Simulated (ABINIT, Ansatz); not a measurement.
# SnGeTe3 (Pm-3m): zone-centre phonons, part 3 of 4

Which modes does SnGeTe3 (Pm-3m) have at the zone centre?

ABINIT 10.8.3; DFT LDA, scalar-relativistic, plane waves, HGH norm-conserving pseudopotentials.

So far. Step 2 (Relaxation): The volume changes by +2.2 % from the cell with which this run began. Step 4 (Zone-centre response): The acoustic modes at Γ come out as far as 1.8 cm⁻¹ from zero, where they should vanish, a small numerical error. The lowest optical mode is imaginary, 99i cm⁻¹, an instability at this level and on this k mesh. The relaxed cell has a = 5.336 Å (conventional setting).

The structure was built from a prototype and need not be the compound's stable phase.

**5. Modes with the sum rule**

anaddb reads the merged derivatives and imposes the acoustic sum rule.

Contents of anaddb.abi:

```
ddb_filepath "gamma_DDB"
output_file "anaddb.abo"
outdata_prefix "anaddb"
asr 1
chneut 1
enunit 2
eivec 1
nph1l 1
qph1l 0.0 0.0 0.0 1.0
```

Contents of mrgddb.in:

```
gamma_DDB
merged
2
dfpt_gammao_DDB
gso_DDB
```

Launch:

```
> mrgddb < mrgddb.in > mrgddb.log
> OMP_NUM_THREADS=1 anaddb anaddb.abi > anaddb.log
```

anaddb.abo, the main output file:

```text
-outvars_anaddb: echo values of input variables ----------------------

 Miscellaneous information :
      enunit         2
       eivec         1
         asr         1
 First list of wavevector (reduced coord.) :
       nph1l         1
       qph1l
                     0.00000000E+00  0.00000000E+00  0.00000000E+00    1.000E+00

================================================================================

 read the DDB information and perform some checks

  ==== Info on the Cryst% object ====
 Real(R)+Recip(G) space primitive vectors, cartesian coordinates (Bohr,Bohr^-1):
 R(1)= 10.0837811  0.0000000  0.0000000  G(1)=  0.0991691  0.0000000  0.0000000
 R(2)=  0.0000000 10.0837811  0.0000000  G(2)=  0.0000000  0.0991691  0.0000000
 R(3)=  0.0000000  0.0000000 10.0837811  G(3)=  0.0000000  0.0000000  0.0991691
 Unit cell volume ucvol=  1.0253455E+03 bohr^3
 Angles (23,13,12)=  9.00000000E+01  9.00000000E+01  9.00000000E+01 degrees
 Time-reversal symmetry is present
 Reduced atomic positions [iatom, xred, symbol]:
    1)    0.0000000  0.0000000  0.0000000  Sn
    2)    0.5000000  0.5000000  0.5000000  Ge
    3)    0.5000000  0.5000000  0.0000000  Te
    4)    0.5000000  0.0000000  0.5000000  Te
    5)    0.0000000  0.5000000  0.5000000  Te

 DDB file with 3 blocks has been read.

================================================================================

 Treat the first list of vectors

  Phonon wavevector (reduced coordinates) :  0.00000  0.00000  0.00000
 Phonon energies in Hartree :
  -4.490747E-04 -4.490747E-04 -4.490747E-04 -2.910968E-04 -2.910968E-04
  -2.910968E-04 -2.705739E-04 -2.705739E-04 -2.705739E-04  1.132257E-08
   1.152268E-08  1.210316E-08  6.600461E-04  6.600461E-04  6.600461E-04
 Phonon energies in meV     :
- -1.221995E+01 -1.221995E+01 -1.221995E+01 -7.921147E+00 -7.921147E+00
- -7.921147E+00 -7.362691E+00 -7.362691E+00 -7.362691E+00  3.081027E-04
-  3.135480E-04  3.293438E-04  1.796077E+01  1.796077E+01  1.796077E+01
 Phonon frequencies in cm-1    :
- -9.856051E+01 -9.856051E+01 -9.856051E+01 -6.388836E+01 -6.388836E+01
- -6.388836E+01 -5.938411E+01 -5.938411E+01 -5.938411E+01  2.485016E-03
-  2.528935E-03  2.656337E-03  1.448634E+02  1.448634E+02  1.448634E+02
 Phonon frequencies in Thz     :
- -2.954770E+00 -2.954770E+00 -2.954770E+00 -1.915325E+00 -1.915325E+00
- -1.915325E+00 -1.780291E+00 -1.780291E+00 -1.780291E+00  7.449891E-05
-  7.581558E-05  7.963498E-05  4.342895E+00  4.342895E+00  4.342895E+00
 Phonon energies in Kelvin  :
- -1.418066E+02 -1.418066E+02 -1.418066E+02 -9.192109E+01 -9.192109E+01
- -9.192109E+01 -8.544048E+01 -8.544048E+01 -8.544048E+01  3.575384E-03
-  3.638574E-03  3.821876E-03  2.084261E+02  2.084261E+02  2.084261E+02

 Eigendisplacements
 (will be given, for each mode : in cartesian coordinates
   for each atom the real part of the displacement vector,
   then the imaginary part of the displacement vector - absolute values smaller than 1.0d-7 are set to zero)
  Mode number    1   Energy   -4.490747E-04
 Attention : low frequency mode.
   (Could be unstable or acoustic mode)
-  1  0.00000000E+00  0.00000000E+00 -1.35301914E-03
-     0.00000000E+00  0.00000000E+00  0.00000000E+00
-  2  0.00000000E+00  0.00000000E+00 -1.11441524E-03
-     0.00000000E+00  0.00000000E+00  0.00000000E+00
-  3  0.00000000E+00  0.00000000E+00 -4.96304414E-05
-     0.00000000E+00  0.00000000E+00  0.00000000E+00
-  4  0.00000000E+00  0.00000000E+00  9.71320638E-04
-     0.00000000E+00  0.00000000E+00  0.00000000E+00
-  5  0.00000000E+00  0.00000000E+00  9.71320638E-04
-     0.00000000E+00  0.00000000E+00  0.00000000E+00
  Mode number    2   Energy   -4.490747E-04
 Attention : low frequency mode.
   (Could be unstable or acoustic mode)
-  1  0.00000000E+00  1.35301914E-03  0.00000000E+00
-     0.00000000E+00  0.00000000E+00  0.00000000E+00
-  2  0.00000000E+00  1.11441524E-03  0.00000000E+00
-     0.00000000E+00  0.00000000E+00  0.00000000E+00
-  3  0.00000000E+00 -9.71320638E-04  0.00000000E+00
-     0.00000000E+00  0.00000000E+00  0.00000000E+00
-  4  0.00000000E+00  4.96304414E-05  0.00000000E+00
-     0.00000000E+00  0.00000000E+00  0.00000000E+00
-  5  0.00000000E+00 -9.71320638E-04  0.00000000E+00
-     0.00000000E+00  0.00000000E+00  0.00000000E+00
  Mode number    3   Energy   -4.490747E-04
 Attention : low frequency mode.
   (Could be unstable or acoustic mode)
-  1  1.35301914E-03  0.00000000E+00  0.00000000E+00
-     0.00000000E+00  0.00000000E+00  0.00000000E+00
-  2  1.11441524E-03  0.00000000E+00  0.00000000E+00
-     0.00000000E+00  0.00000000E+00  0.00000000E+00
-  3 -9.71320638E-04  0.00000000E+00  0.00000000E+00
-     0.00000000E+00  0.00000000E+00  0.00000000E+00
-  4 -9.71320638E-04  0.00000000E+00  0.00000000E+00
-     0.00000000E+00  0.00000000E+00  0.00000000E+00
-  5  4.96304414E-05  0.00000000E+00  0.00000000E+00
-     0.00000000E+00  0.00000000E+00  0.00000000E+00
  Mode number    4   Energy   -2.910968E-04
 Attention : low frequency mode.
   (Could be unstable or acoustic mode)
-  1  0.00000000E+00  0.00000000E+00  0.00000000E+00
-     0.00000000E+00  0.00000000E+00  0.00000000E+00
-  2  0.00000000E+00  0.00000000E+00  0.00000000E+00
-     0.00000000E+00  0.00000000E+00  0.00000000E+00
-  3  0.00000000E+00  0.00000000E+00  0.00000000E+00
-     0.00000000E+00  0.00000000E+00  0.00000000E+00
-  4  0.00000000E+00  0.00000000E+00  1.46615408E-03
-     0.00000000E+00  0.00000000E+00  0.00000000E+00
-  5  0.00000000E+00  0.00000000E+00 -1.46615408E-03
-     0.00000000E+00  0.00000000E+00  0.00000000E+00
  Mode number    5   Energy   -2.910968E-04
 Attention : low frequency mode.
   (Could be unstable or acoustic mode)
-  1  0.00000000E+00  0.00000000E+00  0.00000000E+00
-     0.00000000E+00  0.00000000E+00  0.00000000E+00
-  2  0.00000000E+00  0.00000000E+00  0.00000000E+00
-     0.00000000E+00  0.00000000E+00  0.00000000E+00
-  3  0.00000000E+00  1.46615408E-03  0.00000000E+00
-     0.00000000E+00  0.00000000E+00  0.00000000E+00
-  4  0.00000000E+00  0.00000000E+00  0.00000000E+00
-     0.00000000E+00  0.00000000E+00  0.00000000E+00
-  5  0.00000000E+00 -1.46615408E-03  0.00000000E+00
-     0.00000000E+00  0.00000000E+00  0.00000000E+00
  Mode number    6   Energy   -2.910968E-04
 Attention : low frequency mode.
   (Could be unstable or acoustic mode)
-  1  0.00000000E+00  0.00000000E+00  0.00000000E+00
-     0.00000000E+00  0.00000000E+00  0.00000000E+00
-  2  0.00000000E+00  0.00000000E+00  0.00000000E+00
-     0.00000000E+00  0.00000000E+00  0.00000000E+00
-  3  1.46615408E-03  0.00000000E+00  0.00000000E+00
-     0.00000000E+00  0.00000000E+00  0.00000000E+00
-  4 -1.46615408E-03  0.00000000E+00  0.00000000E+00
-     0.00000000E+00  0.00000000E+00  0.00000000E+00
-  5  0.00000000E+00  0.00000000E+00  0.00000000E+00
-     0.00000000E+00  0.00000000E+00  0.00000000E+00
  Mode number    7   Energy   -2.705739E-04
 Attention : low frequency mode.
   (Could be unstable or acoustic mode)
-  1  0.00000000E+00  0.00000000E+00 -1.35441568E-03
-     0.00000000E+00  0.00000000E+00  0.00000000E+00
-  2  0.00000000E+00  0.00000000E+00  1.84221739E-03
-     0.00000000E+00  0.00000000E+00  0.00000000E+00
-  3  0.00000000E+00  0.00000000E+00  7.27048239E-04
-     0.00000000E+00  0.00000000E+00  0.00000000E+00
-  4  0.00000000E+00  0.00000000E+00 -2.57663084E-04
-     0.00000000E+00  0.00000000E+00  0.00000000E+00
-  5  0.00000000E+00  0.00000000E+00 -2.57663084E-04
-     0.00000000E+00  0.00000000E+00  0.00000000E+00
  Mode number    8   Energy   -2.705739E-04
 Attention : low frequency mode.
   (Could be unstable or acoustic mode)
-  1  0.00000000E+00  1.35441568E-03  0.00000000E+00
-     0.00000000E+00  0.00000000E+00  0.00000000E+00
-  2  0.00000000E+00 -1.84221739E-03  0.00000000E+00
-     0.00000000E+00  0.00000000E+00  0.00000000E+00
-  3  0.00000000E+00  2.57663084E-04  0.00000000E+00
-     0.00000000E+00  0.00000000E+00  0.00000000E+00
-  4  0.00000000E+00 -7.27048239E-04  0.00000000E+00
-     0.00000000E+00  0.00000000E+00  0.00000000E+00
-  5  0.00000000E+00  2.57663084E-04  0.00000000E+00
-     0.00000000E+00  0.00000000E+00  0.00000000E+00
  Mode number    9   Energy   -2.705739E-04
 Attention : low frequency mode.
   (Could be unstable or acoustic mode)
-  1  1.35441568E-03  0.00000000E+00  0.00000000E+00
-     0.00000000E+00  0.00000000E+00  0.00000000E+00
-  2 -1.84221739E-03  0.00000000E+00  0.00000000E+00
-     0.00000000E+00  0.00000000E+00  0.00000000E+00
-  3  2.57663084E-04  0.00000000E+00  0.00000000E+00
-     0.00000000E+00  0.00000000E+00  0.00000000E+00
-  4  2.57663084E-04  0.00000000E+00  0.00000000E+00
-     0.00000000E+00  0.00000000E+00  0.00000000E+00
-  5 -7.27048239E-04  0.00000000E+00  0.00000000E+00
-     0.00000000E+00  0.00000000E+00  0.00000000E+00
  Mode number   10   Energy    1.132257E-08
 Attention : low frequency mode.
   (Could be unstable or acoustic mode)
-  1  0.00000000E+00  0.00000000E+00 -9.77528312E-04
-     0.00000000E+00  0.00000000E+00  0.00000000E+00
-  2  0.00000000E+00  0.00000000E+00 -9.77539685E-04
-     0.00000000E+00  0.00000000E+00  0.00000000E+00
-  3  0.00000000E+00  0.00000000E+00 -9.77513645E-04
-     0.00000000E+00  0.00000000E+00  0.00000000E+00
-  4  0.00000000E+00  0.00000000E+00 -9.77478058E-04
-     0.00000000E+00  0.00000000E+00  0.00000000E+00
-  5  0.00000000E+00  0.00000000E+00 -9.77478058E-04
-     0.00000000E+00  0.00000000E+00  0.00000000E+00
  Mode number   11   Energy    1.152268E-08
 Attention : low frequency mode.
   (Could be unstable or acoustic mode)
-  1  0.00000000E+00  9.77528312E-04  0.00000000E+00
-     0.00000000E+00  0.00000000E+00  0.00000000E+00
-  2  0.00000000E+00  9.77539685E-04  0.00000000E+00
-     0.00000000E+00  0.00000000E+00  0.00000000E+00
-  3  0.00000000E+00  9.77478058E-04  0.00000000E+00
-     0.00000000E+00  0.00000000E+00  0.00000000E+00
-  4  0.00000000E+00  9.77513645E-04  0.00000000E+00
-     0.00000000E+00  0.00000000E+00  0.00000000E+00
-  5  0.00000000E+00  9.77478058E-04  0.00000000E+00
-     0.00000000E+00  0.00000000E+00  0.00000000E+00
  Mode number   12   Energy    1.210316E-08
 Attention : low frequency mode.
   (Could be unstable or acoustic mode)
-  1  9.77528312E-04  0.00000000E+00  0.00000000E+00
-     0.00000000E+00  0.00000000E+00  0.00000000E+00
-  2  9.77539685E-04  0.00000000E+00  0.00000000E+00
-     0.00000000E+00  0.00000000E+00  0.00000000E+00
-  3  9.77478058E-04  0.00000000E+00  0.00000000E+00
-     0.00000000E+00  0.00000000E+00  0.00000000E+00
-  4  9.77478058E-04  0.00000000E+00  0.00000000E+00
-     0.00000000E+00  0.00000000E+00  0.00000000E+00
-  5  9.77513645E-04  0.00000000E+00  0.00000000E+00
-     0.00000000E+00  0.00000000E+00  0.00000000E+00
  Mode number   13   Energy    6.600461E-04
-  1  0.00000000E+00  0.00000000E+00  2.26420361E-05
-     0.00000000E+00  0.00000000E+00  0.00000000E+00
-  2  0.00000000E+00  0.00000000E+00  1.40138729E-03
-     0.00000000E+00  0.00000000E+00  0.00000000E+00
-  3  0.00000000E+00  0.00000000E+00 -1.67708686E-03
-     0.00000000E+00  0.00000000E+00  0.00000000E+00
-  4  0.00000000E+00  0.00000000E+00  4.29290570E-04
-     0.00000000E+00  0.00000000E+00  0.00000000E+00
-  5  0.00000000E+00  0.00000000E+00  4.29290570E-04
-     0.00000000E+00  0.00000000E+00  0.00000000E+00
  Mode number   14   Energy    6.600461E-04
-  1  0.00000000E+00 -2.26420361E-05  0.00000000E+00
-     0.00000000E+00  0.00000000E+00  0.00000000E+00
-  2  0.00000000E+00 -1.40138729E-03  0.00000000E+00
-     0.00000000E+00  0.00000000E+00  0.00000000E+00
-  3  0.00000000E+00 -4.29290570E-04  0.00000000E+00
-     0.00000000E+00  0.00000000E+00  0.00000000E+00
-  4  0.00000000E+00  1.67708686E-03  0.00000000E+00
-     0.00000000E+00  0.00000000E+00  0.00000000E+00
-  5  0.00000000E+00 -4.29290570E-04  0.00000000E+00
-     0.00000000E+00  0.00000000E+00  0.00000000E+00
  Mode number   15   Energy    6.600461E-04
-  1  2.26420361E-05  0.00000000E+00  0.00000000E+00
-     0.00000000E+00  0.00000000E+00  0.00000000E+00
-  2  1.40138729E-03  0.00000000E+00  0.00000000E+00
-     0.00000000E+00  0.00000000E+00  0.00000000E+00
-  3  4.29290570E-04  0.00000000E+00  0.00000000E+00
-     0.00000000E+00  0.00000000E+00  0.00000000E+00
-  4  4.29290570E-04  0.00000000E+00  0.00000000E+00
-     0.00000000E+00  0.00000000E+00  0.00000000E+00
-  5 -1.67708686E-03  0.00000000E+00  0.00000000E+00
-     0.00000000E+00  0.00000000E+00  0.00000000E+00

 Analysis of degeneracies and characters (maximum tolerance=1.00E-06 a.u.)
 For each vibration mode, or group of modes if degenerate,
 the characters are given for each symmetry operation (see the list in the log file).
 Symmetry characters of vibration mode #   1
       degenerate with vibration modes #   2 to    3
  3.0 -3.0 -1.0  1.0 -1.0  1.0 -1.0  1.0  1.0 -1.0 -1.0  1.0  1.0 -1.0 -1.0  1.0
 -0.0  0.0  0.0 -0.0 -0.0  0.0  0.0 -0.0  1.0 -1.0 -1.0  1.0 -1.0  1.0  1.0 -1.0
 -0.0  0.0 -0.0  0.0  0.0 -0.0  0.0 -0.0  1.0 -1.0  1.0 -1.0 -1.0  1.0 -1.0  1.0
 Symmetry characters of vibration mode #   4
       degenerate with vibration modes #   5 to    6
  3.0 -3.0 -1.0  1.0 -1.0  1.0 -1.0  1.0 -1.0  1.0  1.0 -1.0 -1.0  1.0  1.0 -1.0
  0.0 -0.0  0.0 -0.0 -0.0  0.0 -0.0  0.0 -1.0  1.0  1.0 -1.0  1.0 -1.0 -1.0  1.0
  0.0 -0.0 -0.0  0.0 -0.0  0.0  0.0 -0.0 -1.0  1.0 -1.0  1.0  1.0 -1.0  1.0 -1.0
 Symmetry characters of vibration mode #   7
       degenerate with vibration modes #   8 to    9
  3.0 -3.0 -1.0  1.0 -1.0  1.0 -1.0  1.0  1.0 -1.0 -1.0  1.0  1.0 -1.0 -1.0  1.0
  0.0 -0.0  0.0 -0.0 -0.0  0.0 -0.0  0.0  1.0 -1.0 -1.0  1.0 -1.0  1.0  1.0 -1.0
  0.0 -0.0 -0.0  0.0 -0.0  0.0  0.0 -0.0  1.0 -1.0  1.0 -1.0 -1.0  1.0 -1.0  1.0
 Symmetry characters of vibration mode #  10
       degenerate with vibration modes #  11 to   12
  3.0 -3.0 -1.0  1.0 -1.0  1.0 -1.0  1.0  1.0 -1.0 -1.0  1.0  1.0 -1.0 -1.0  1.0
  0.0 -0.0  0.0 -0.0 -0.0  0.0 -0.0  0.0  1.0 -1.0 -1.0  1.0 -1.0  1.0  1.0 -1.0
  0.0 -0.0 -0.0  0.0 -0.0  0.0  0.0 -0.0  1.0 -1.0  1.0 -1.0 -1.0  1.0 -1.0  1.0
 Symmetry characters of vibration mode #  13
       degenerate with vibration modes #  14 to   15
  3.0 -3.0 -1.0  1.0 -1.0  1.0 -1.0  1.0  1.0 -1.0 -1.0  1.0  1.0 -1.0 -1.0  1.0
  0.0 -0.0  0.0 -0.0 -0.0  0.0 -0.0  0.0  1.0 -1.0 -1.0  1.0 -1.0  1.0  1.0 -1.0
  0.0 -0.0 -0.0  0.0 -0.0  0.0  0.0 -0.0  1.0 -1.0  1.0 -1.0 -1.0  1.0 -1.0  1.0
-
```

Elapsed: 0.48 s, on 1 thread of Arm Neoverse V2, shared host.

This step gave:

```yaml
lowest_optical_zone_centre_mode: -98.56 cm⁻¹
```

No LO-TO term; unit eigenvectors of the mass-weighted matrix, from anaddb's displacements. The modes at Γ (shares of kinetic energy by element, %) (negative means imaginary):

```tsv
mode	frequency (cm⁻¹)	symmetry	Sn %	Ge %	Te %
1	-98.6	T1u	40	16	44
2	-98.6	T1u	40	16	44
3	-98.6	T1u	40	16	44
4	-63.9	T2u	0	0	100
5	-63.9	T2u	0	0	100
6	-63.9	T2u	0	0	100
7	-59.4	T1u	40	45	15
8	-59.4	T1u	40	45	15
9	-59.4	T1u	40	45	15
10	0.0	acoustic	21	13	67
11	0.0	acoustic	21	13	67
12	0.0	acoustic	21	13	67
13	144.9	T1u	0	26	74
14	144.9	T1u	0	26	74
15	144.9	T1u	0	26	74
```

Displacements in mode 2 (-98.6 cm⁻¹), the largest set to 1:
```
Sn1  0.00  1.00  0.00
Ge2  0.00  0.82  0.00
Te3  0.00 -0.72  0.00
Te4  0.00  0.04  0.00
Te5  0.00 -0.72  0.00
```

Displacements in mode 5 (-63.9 cm⁻¹), the largest set to 1:
```
Sn1  0.00  0.00  0.00
Ge2  0.00  0.00  0.00
Te3  0.00  1.00  0.00
Te4  0.00  0.00  0.00
Te5  0.00 -1.00  0.00
```

The rule moves no optical mode by more than 0.1 cm⁻¹.

(Continued in part 4 of 4.)

[Host names and launcher messages were left out of these logs when they were recorded.]

[Logs are printed without paths, hosts, clocks, repeated set-up lines and the standing remarks that a program may print on its own settings, such as how far it seeks lower states.]

[Hosts, paths, dates, database ids (printed as entryN), source tags and the programs' standing remarks are cut or masked in the printed files.]
